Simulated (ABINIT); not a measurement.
An input for ABINIT 10.8.3 (CsCaH3 (Pm-3m)):

```
acell 3*1.0 Angstrom
rprim 
  4.621186000000 0.000000000000 0.000000000000
  0.000000000000 4.621186000000 0.000000000000
  0.000000000000 0.000000000000 4.621186000000
ntypat 3
znucl 55 20 1
natom 5
typat 1 2 3 3 3
xred 
  0.000000000000 0.000000000000 0.000000000000
  0.500000000000 0.500000000000 0.500000000000
  0.500000000000 0.000000000000 0.500000000000
  0.000000000000 0.500000000000 0.500000000000
  0.500000000000 0.500000000000 0.000000000000
pp_dirpath "pseudos"
pseudos "Cs.upf, Ca.upf, H.upf"
ecut 31
ngkpt 2 2 2
nshiftk 1
shiftk 0 0 0
kptopt 1
chksymbreak 0
istwfk *1
occopt 1
irdwfk 1
optdriver 4
nband 76
gwcalctyp 10
ecutsigx 31
symsigma 1
nkptgw 4
kptgw 
  0.0000000000 0.0000000000 0.0000000000
  0.5000000000 0.0000000000 0.0000000000
  0.5000000000 0.5000000000 0.0000000000
  0.5000000000 0.5000000000 0.5000000000
bdgw 
  6 23
  6 23
  6 23
  6 23
ecuteps 3.9
irdscr 1
ppmodel 1
indata_prefix "in"
outdata_prefix "out"
tmpdata_prefix "tmp"
```

```sh
OMP_NUM_THREADS=1 mpirun -n 4 abinit run.abi > log
```

How long will it take on 4 MPI ranks of Arm Neoverse V2, shared host, and how much memory?

It took 23 s; on shared hardware allow 12 s to 46 s. Peak host memory was 1.1 GiB.

[Paths, hosts, dates, memory and timing lines, banners, echoed tables and standing remarks are left out of the program output.]

[Logs are printed without paths, hosts, clocks, repeated set-up lines and the standing remarks that a program may print on its own settings, such as how far it seeks lower states.]

[Runs of the session that timed out or met a known fault of the program may be left out.]

[Hosts, paths, dates, database ids (printed as entryN), source tags and the programs' standing remarks are cut or masked in the printed files.]

[G0W0 gaps are taken among the corrected bands and points alone; a level outside them can change the order at an edge.]

[Where Ansatz stands beside ABINIT at settings called matched, ABINIT's density can come from a denser mesh and the files from another edition; pairs whose starting gaps differed by over 0.03 eV were left out, so agreement reads better than it is.]
